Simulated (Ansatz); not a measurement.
# Graphene zigzag nanoribbon, H-capped, B on C sites (72 atoms): geometry optimisation

Wanted: the relaxed structure of graphene zigzag nanoribbon, H-capped, B on C sites (72 atoms) and its electronic structure.

Calculated with Ansatz 0.2.0; Kohn-Sham DFT, LDA, PAW (set soft_2), plane waves.

### Step 1. Starting point

The cell holds 72 atoms: 53 C, 7 B and 12 H. Its edges and angles: a = 14.760 Å, b = 21.412 Å, c = 10.000 Å, α = 90.0°, β = 90.0°, γ = 90.0°. It derives from C (graphene). Graphene (a = 2.46 Å), rectangular cell with x along the zigzag direction; strip nominally 12.5 Å wide, 6 periods, edges capped with H, 10 Å of vacuum, 7 of 60 C replaced by B at random; not relaxed, displaced by a Gaussian of 0.02 Å. Regions: sheet, 60 atoms (53 C and 7 B); hydrogen, 12 atoms (12 H). Vacuum lies along b and c. The structure repeats along a.

Limits known from the start: The main run has no spin polarisation, so any moments at edges, vacancies or dangling bonds can't form in it. The electron count is odd and the run has no spin polarisation, so levels at the top are partly filled by construction. Only the Γ point is sampled, in a cell whose periodic width is 15 Å.

### Step 2. Single point at the start

The forces at the start show how far the geometry lies from a minimum of this functional.

Input file input.yaml:

```yaml
crystal:
  lattice:
    - [14.76, 0.0, 0.0]
    - [0.0, 21.41183, 0.0]
    - [0.0, 0.0, 10.0]
  atoms:
    - { symbol: C, position: [0.99898, 0.31857, 0.50244] }
    - { symbol: C, position: [0.08204, 0.28586, 0.49822] }
    - { symbol: C, position: [0.08468, 0.41605, 0.49811] }
    - { symbol: C, position: [0.99949, 0.38403, 0.50248] }
    - { symbol: C, position: [0.99948, 0.51839, 0.49707] }
    - { symbol: C, position: [0.08574, 0.4847, 0.50503] }
    - { symbol: C, position: [0.08304, 0.61395, 0.49859] }
    - { symbol: B, position: [0.99808, 0.58452, 0.49814] }
    - { symbol: C, position: [0.99984, 0.7157, 0.49859] }
    - { symbol: C, position: [0.08377, 0.68138, 0.49575] }
    - { symbol: C, position: [0.16788, 0.3156, 0.5015] }
    - { symbol: C, position: [0.24856, 0.28499, 0.49785] }
    - { symbol: B, position: [0.24801, 0.41637, 0.49946] }
    - { symbol: C, position: [0.16706, 0.38294, 0.50219] }
    - { symbol: C, position: [0.16849, 0.51691, 0.50067] }
    - { symbol: C, position: [0.25003, 0.48465, 0.49896] }
    - { symbol: C, position: [0.24924, 0.61714, 0.50141] }
    - { symbol: C, position: [0.1664, 0.58245, 0.49956] }
    - { symbol: C, position: [0.16693, 0.71519, 0.50159] }
    - { symbol: C, position: [0.24801, 0.68247, 0.49982] }
    - { symbol: C, position: [0.33165, 0.31946, 0.50192] }
    - { symbol: C, position: [0.41658, 0.28627, 0.49826] }
    - { symbol: C, position: [0.41639, 0.41855, 0.50098] }
    - { symbol: C, position: [0.3325, 0.38561, 0.50119] }
    - { symbol: B, position: [0.33333, 0.51651, 0.50256] }
    - { symbol: B, position: [0.41481, 0.48282, 0.50127] }
    - { symbol: C, position: [0.41906, 0.61636, 0.50001] }
    - { symbol: C, position: [0.33447, 0.58347, 0.50002] }
    - { symbol: C, position: [0.33394, 0.71552, 0.50238] }
    - { symbol: C, position: [0.41757, 0.68247, 0.497] }
    - { symbol: C, position: [0.50333, 0.31768, 0.49729] }
    - { symbol: C, position: [0.58232, 0.28347, 0.49828] }
    - { symbol: C, position: [0.58399, 0.41633, 0.50472] }
    - { symbol: C, position: [0.49891, 0.38227, 0.49883] }
    - { symbol: C, position: [0.50178, 0.51613, 0.50056] }
    - { symbol: C, position: [0.58396, 0.48327, 0.49968] }
    - { symbol: C, position: [0.58359, 0.61584, 0.50385] }
    - { symbol: C, position: [0.50177, 0.58128, 0.50038] }
    - { symbol: B, position: [0.49883, 0.71567, 0.49877] }
    - { symbol: C, position: [0.58325, 0.68197, 0.5021] }
    - { symbol: C, position: [0.66753, 0.31838, 0.49427] }
    - { symbol: C, position: [0.74969, 0.28342, 0.50169] }
    - { symbol: C, position: [0.74951, 0.41931, 0.50099] }
    - { symbol: C, position: [0.66585, 0.38416, 0.49906] }
    - { symbol: C, position: [0.66872, 0.51684, 0.5011] }
    - { symbol: B, position: [0.75017, 0.4806, 0.4992] }
    - { symbol: C, position: [0.74963, 0.61598, 0.49835] }
    - { symbol: C, position: [0.66612, 0.58198, 0.49899] }
    - { symbol: C, position: [0.66494, 0.71418, 0.50184] }
    - { symbol: C, position: [0.75202, 0.68344, 0.50144] }
    - { symbol: C, position: [0.83527, 0.31753, 0.49818] }
    - { symbol: C, position: [0.91689, 0.2854, 0.50136] }
    - { symbol: C, position: [0.91624, 0.41829, 0.49542] }
    - { symbol: C, position: [0.83559, 0.38211, 0.49892] }
    - { symbol: C, position: [0.8332, 0.51592, 0.50085] }
    - { symbol: C, position: [0.91646, 0.48415, 0.50425] }
    - { symbol: C, position: [0.91567, 0.61422, 0.49971] }
    - { symbol: C, position: [0.8339, 0.58211, 0.49969] }
    - { symbol: B, position: [0.83224, 0.71665, 0.49766] }
    - { symbol: C, position: [0.91757, 0.68235, 0.50171] }
    - { symbol: H, position: [0.08127, 0.23489, 0.50288] }
    - { symbol: H, position: [0.00048, 0.7671, 0.49878] }
    - { symbol: H, position: [0.24952, 0.23339, 0.5009] }
    - { symbol: H, position: [0.16736, 0.76645, 0.49601] }
    - { symbol: H, position: [0.41835, 0.2336, 0.49985] }
    - { symbol: H, position: [0.3316, 0.76678, 0.4972] }
    - { symbol: H, position: [0.58126, 0.23255, 0.49994] }
    - { symbol: H, position: [0.49981, 0.76473, 0.49992] }
    - { symbol: H, position: [0.74983, 0.23305, 0.50095] }
    - { symbol: H, position: [0.66636, 0.765, 0.50369] }
    - { symbol: H, position: [0.91467, 0.23265, 0.50211] }
    - { symbol: H, position: [0.83305, 0.76629, 0.49996] }
kpoints:
  mp_grid: { grid: [1, 1, 1] }
hamiltonian:
  xc: lda
scf:
  occupations: { method: fermi_dirac, width: 0.025 }
output:
  forces: true
  populations: true
  dos:
    method: { smearing: { sigma: 0.15 } }
    de: 0.1
    projected:
      site_lists:
        B: [B]
        C: [C]
        H: [H]
        sheet: [0, 1, 2, 3, 4, 5, 6, 7, 8, 9, 10, 11, 12, 13, 14, 15, 16, 17, 18, 19, 20, 21, 22, 23, 24, 25, 26, 27, 28, 29, 30, 31, 32, 33, 34, 35, 36, 37, 38, 39, 40, 41, 42, 43, 44, 45, 46, 47, 48, 49, 50, 51, 52, 53, 54, 55, 56, 57, 58, 59]
        hydrogen: [60, 61, 62, 63, 64, 65, 66, 67, 68, 69, 70, 71]
  eigenvalues: true
```

The run is started by

```
$ ansatz run input.yaml --threads 4 --pin off --max-ram 8192MiB --backend cpu --events-out ev --progress --plain --runs-dir out
```

What it wrote:

```text
Engine: ansatz 0.2.0, aarch64-unknown-linux-gnu
Pseudopotentials: kind: paw
Pseudopotential: C, paw, valence charge 4, recommended cutoff 420 eV (normal), C.paw.azcp
Pseudopotential: B, paw, valence charge 3, recommended cutoff 420 eV (normal), B.paw.azcp
Pseudopotential: H, paw, valence charge 1, recommended cutoff 420 eV (normal), H.paw.azcp
[... 3 lines on functional and potentials left out ...]
Crystal: 72 atoms, lattice volume = 3160.386 Å³
Basis set: ecut = 420 eV, 61875 PW (Γ)
Bands: 195, of which v1, the nominal top of the filled ones, is band 123 counted from 1 (122 counted from 0)
Symmetry: 1 space group operations
Space group: P1 (ITA 1), of the structure as read, at distance tolerance 1.5e-4 Å
k-points: 1
[... 9 lines on functional and potentials left out ...]
Initial density: superposition of atomic densities (neutral atoms: chi_scale 0, normalization atom), corrected by the library's trained network
Initial wavefunctions: pseudopotential atomic-orbital guess
Functional: x = slater, c = lda
SCF iter   1: F=—  HF=-14094.177749 eV  |F-HF|=—  |Δ(HF+E_count)|=         —  Δρ=8.00e-3  dr2=7.30e0  ethr=1.77e-3  ⟨swp⟩=7.0  Hψ=995  notcnv=0  defer=59
preconditioner: auto → LDOS  [insulator: Δε(μ)=0.865 eV  Ē_g=13.430 eV  σ=0.025 eV  W_gap=0.50  n_scr=292 (ndim 8)  ℏωp=10.3 eV  f_vac=0.745  D(μ)=20.00/eV (n_scr^D=64)  ε∞_Penn≈1.6  β→1.0]
SCF iter   2: F=—  HF=-14094.855293 eV  |F-HF|=—  |Δ(HF+E_count)|=   6.78e-1  Δρ=1.49e-2  dr2=1.74e1  ethr=1.77e-3  ⟨swp⟩=3.0  Hψ=355  notcnv=0  defer=66  recentre
SCF iter   3: F=—  HF=-14093.297130 eV  |F-HF|=—  |Δ(HF+E_count)|=    1.56e0  Δρ=4.45e-3  dr2=2.76e0  ethr=1.77e-3  ⟨swp⟩=3.0  Hψ=244  notcnv=0  defer=66
SCF iter   4: F=—  HF=-14093.017742 eV  |F-HF|=—  |Δ(HF+E_count)|=   2.79e-1  Δρ=3.08e-3  dr2=7.84e-1  ethr=1.13e-3  ⟨swp⟩=2.0  Hψ=226  notcnv=0  defer=66
SCF iter   5: F=—  HF=-14092.935767 eV  |F-HF|=—  |Δ(HF+E_count)|=   8.20e-2  Δρ=1.74e-3  dr2=2.89e-1  ethr=3.20e-4  ⟨swp⟩=2.0  Hψ=198  notcnv=0  defer=66
SCF iter   6: F=—  HF=-14092.909596 eV  |F-HF|=—  |Δ(HF+E_count)|=   2.62e-2  Δρ=1.08e-3  dr2=8.47e-2  ethr=1.18e-4  ⟨swp⟩=2.0  Hψ=202  notcnv=0  defer=66
SCF iter   7: F=—  HF=-14092.901582 eV  |F-HF|=—  |Δ(HF+E_count)|=   8.01e-3  Δρ=6.19e-4  dr2=2.82e-2  ethr=3.46e-5  ⟨swp⟩=2.0  Hψ=241  notcnv=0  defer=66
SCF iter   8: F=—  HF=-14092.899959 eV  |F-HF|=—  |Δ(HF+E_count)|=   1.62e-3  Δρ=3.73e-4  dr2=1.33e-2  ethr=1.15e-5  ⟨swp⟩=2.0  Hψ=217  notcnv=0  defer=66
SCF iter   9: F=—  HF=-14092.899012 eV  |F-HF|=—  |Δ(HF+E_count)|=   9.48e-4  Δρ=2.05e-4  dr2=4.92e-3  ethr=5.45e-6  ⟨swp⟩=3.0  Hψ=236  notcnv=0  defer=66
SCF iter  10: F=—  HF=-14092.899066 eV  |F-HF|=—  |Δ(HF+E_count)|=   5.41e-5  Δρ=1.42e-4  dr2=1.84e-3  ethr=2.01e-6  ⟨swp⟩=2.0  Hψ=140  notcnv=0  defer=66
[...]
SCF iter  12: F=—  HF=-14092.899021 eV  |F-HF|=—  |Δ(HF+E_count)|=   3.75e-6  Δρ=6.85e-5  dr2=4.22e-4  ethr=4.43e-7  ⟨swp⟩=2.0  Hψ=130  notcnv=0  defer=66
SCF iter  13: F=—  HF=-14092.899027 eV  |F-HF|=—  |Δ(HF+E_count)|=   6.40e-6  Δρ=4.50e-5  dr2=1.41e-4  ethr=1.72e-7  ⟨swp⟩=3.0  Hψ=235  notcnv=0  defer=66
SCF iter  14: F=—  HF=-14092.899055 eV  |F-HF|=—  |Δ(HF+E_count)|=   2.78e-5  Δρ=2.77e-5  dr2=4.13e-5  ethr=5.74e-8  ⟨swp⟩=2.0  Hψ=195  notcnv=0  defer=66
SCF iter  15: F=—  HF=-14092.899328 eV  |F-HF|=—  |Δ(HF+E_count)|=   2.73e-4  Δρ=1.75e-5  dr2=1.29e-5  ethr=1.69e-8  ⟨swp⟩=2.0  Hψ=300  notcnv=0  defer=66
SCF iter  16: F=—  HF=-14092.899334 eV  |F-HF|=—  |Δ(HF+E_count)|=   6.50e-6  Δρ=1.14e-5  dr2=5.31e-6  ethr=5.26e-9  ⟨swp⟩=2.0  Hψ=235  notcnv=0  defer=66
SCF iter  17: F=—  HF=-14092.899340 eV  |F-HF|=—  |Δ(HF+E_count)|=   6.13e-6  Δρ=7.07e-6  dr2=2.06e-6  ethr=2.17e-9  ⟨swp⟩=2.0  Hψ=195  notcnv=0  defer=66
SCF iter  18: F=—  HF=-14092.899343 eV  |F-HF|=—  |Δ(HF+E_count)|=   2.47e-6  Δρ=4.42e-6  dr2=1.04e-6  ethr=8.41e-10  ⟨swp⟩=2.0  Hψ=214  notcnv=0  defer=66
SCF iter  19: F=—  HF=-14092.899344 eV  |F-HF|=—  |Δ(HF+E_count)|=   1.22e-6  Δρ=2.72e-6  dr2=4.33e-7  ethr=4.26e-10  ⟨swp⟩=3.0  Hψ=236  notcnv=0  defer=66
SCF iter  20: F=—  HF=-14092.899345 eV  |F-HF|=—  |Δ(HF+E_count)|=   5.55e-7  Δρ=1.72e-6  dr2=2.00e-7  ethr=1.77e-10  ⟨swp⟩=2.0  Hψ=181  notcnv=0  defer=66
SCF iter  21: F=-14092.899345 eV  HF=-14092.899345 eV  |F-HF|=1.57e-7  |Δ(HF+E_count)|=   1.56e-7  Δρ=1.11e-6  dr2=8.42e-8  ethr=4.08e-11  ⟨swp⟩=33.0  Hψ=2239  notcnv=0
SCF 1 converged in 21 iterations: F = -14092.899345 eV  dr2 = 8.42e-8
  greatest PAW one-centre occupation: 0.699 electrons in one spin orbital (limit 2), on the C atom at site 15 (counted from 0), in its partial waves of l = 0
SCF converged after 21 iterations
Free energy (F): -14092.899345 eV
Harris-Foulkes:  -14092.899345 eV  (|F-HF|=1.57e-7)
Internal energy: -14092.855211 eV  (E = F + TS)
E sigma→0 (E₀):  -14092.877278 eV
Entropy (-TS):   -0.044134 eV (-0.613 meV/atom)
Fermi energy:    -3.360232 eV
--- Per-component energies (eV) ---
  E_band       = -2599.095321
  E_kinetic    = 5367.950852
  E_local      = -68447.215503  (includes V_loc(G=0)·N_el)
  E_nonlocal   = 1643.442155
  E_hartree    = 31406.758021
  E_xc         = -2849.785995
  E_vxc        = -3536.785452  (∫ρ·V_xc dr)
  E_paw        = -5389.349652  (= ΣΔE_a)
  E_vpaw       = -439.992599  (= ΣTr[D̂ρ^β])
  E_aug_tail   = -0.015515  (compensation charges beyond the density's cutoff)
  E_ewald      = 24171.709464
  E_core_change = 3.650963  (= ΣΔE_core)
  E_smearing   = -0.044134  (= −TS)
  E_closure    = -0.000000  (closes the sum)
  Σ components = -14092.899345   (vs F -14092.899345, Δ=0.00e0)
--- Forces (eV/Å), atoms counted from 1 ---
  atom   1  C      0.68666231    -1.52477945    -0.24293886
  atom   2  C      0.45107094     0.10218380     0.56514925
  atom   3  C     -0.50290045     0.62194549     1.02044804
  atom   4  C      0.08062030     2.02057024    -0.77206636
  atom   5  C      1.22186759    -4.99892598     0.98666407
  atom   6  C     -2.54243471    -1.15974548    -1.14416560
  atom   7  C      3.56333507     3.65111270    -0.22555841
  atom   8  B      1.45131200    -2.35903604    -0.08777125
  atom   9  C     -0.06613799    -2.12261466    -0.02229498
  atom  10  C      0.80202190     1.17757211     0.55933595
  atom  11  C     -2.77496563     1.30718847    -0.35393922
  atom  12  C      1.78612385    -0.41266884     0.50497715
  atom  13  B      0.41797453     2.54791594     0.02849628
  atom  14  C     -3.54583860    -2.10311944    -0.21667154
[...]
atom  71  H      0.26066381     1.02531423    -0.00746478
  atom  72  H     -0.01259950     4.65051951    -0.03274387
  max |Σ_I F_I| component: 4.15e-4 eV/Å
--- Band table (eV) ---
  k-point 0: bands = ["-21.0673", "-20.7089", "-20.3435", "-20.2963", [... 179 levels ...], "4.0014", "4.0240", "4.0820", "4.1230", "4.1659", "4.1806", "4.2176", "4.3065", "4.3788", "4.3989", "4.4386", "4.4787"]
--- Löwdin populations: 72 sites ---
  site symbol       q [e]
     0      C      3.9530
     1      C      4.0761
     2      C      3.9364
[...]
71      H      0.9351
  spilling = 0.011265 (of n_electrons = 245.000000)
```

Wall time 29 s (4 threads of Arm Neoverse V2, shared host); peak memory 2.1 GiB.

The column dr2 measures how far the density is from self-consistency, as an energy; F and HF (Harris–Foulkes) agree once it is small.

The run gave:

| Quantity | Value |
| --- | --- |
| free energy | -14092.8993 eV |
| free energy per atom | -195.7347 eV/atom |
| SCF cycles | 21 |
| r.m.s. force component | 1.944 eV/Å |
| longest force | 11.61 eV/Å |
| Fermi energy | -3.36 eV |
| levels partly filled by over 2 per cent | 2 |
| spilling of the projection | 0.01127 |

The r.m.s. force component of 1.9 eV/Å sets the starting point.

Length of the force by element:

| element | coordination | atoms | mean length of the force (eV/Å) | spread | least | most |
| --- | --- | --- | --- | --- | --- | --- |
| B | all | 7 | 4.14 | 1.88 | 2.01 | 6.87 |
| C | all | 53 | 2.77 | 2.01 | 0.269 | 11.6 |
| H | all | 12 | 1.17 | 1.70 | 0.116 | 5.18 |

[end of part 1 of 3]

[Logs are printed without paths, hosts, clocks, repeated set-up lines and the standing remarks that a program may print on its own settings, such as how far it seeks lower states.]

[Hosts, paths, dates, database ids (printed as entryN), source tags and the programs' standing remarks are cut or masked in the printed files.]
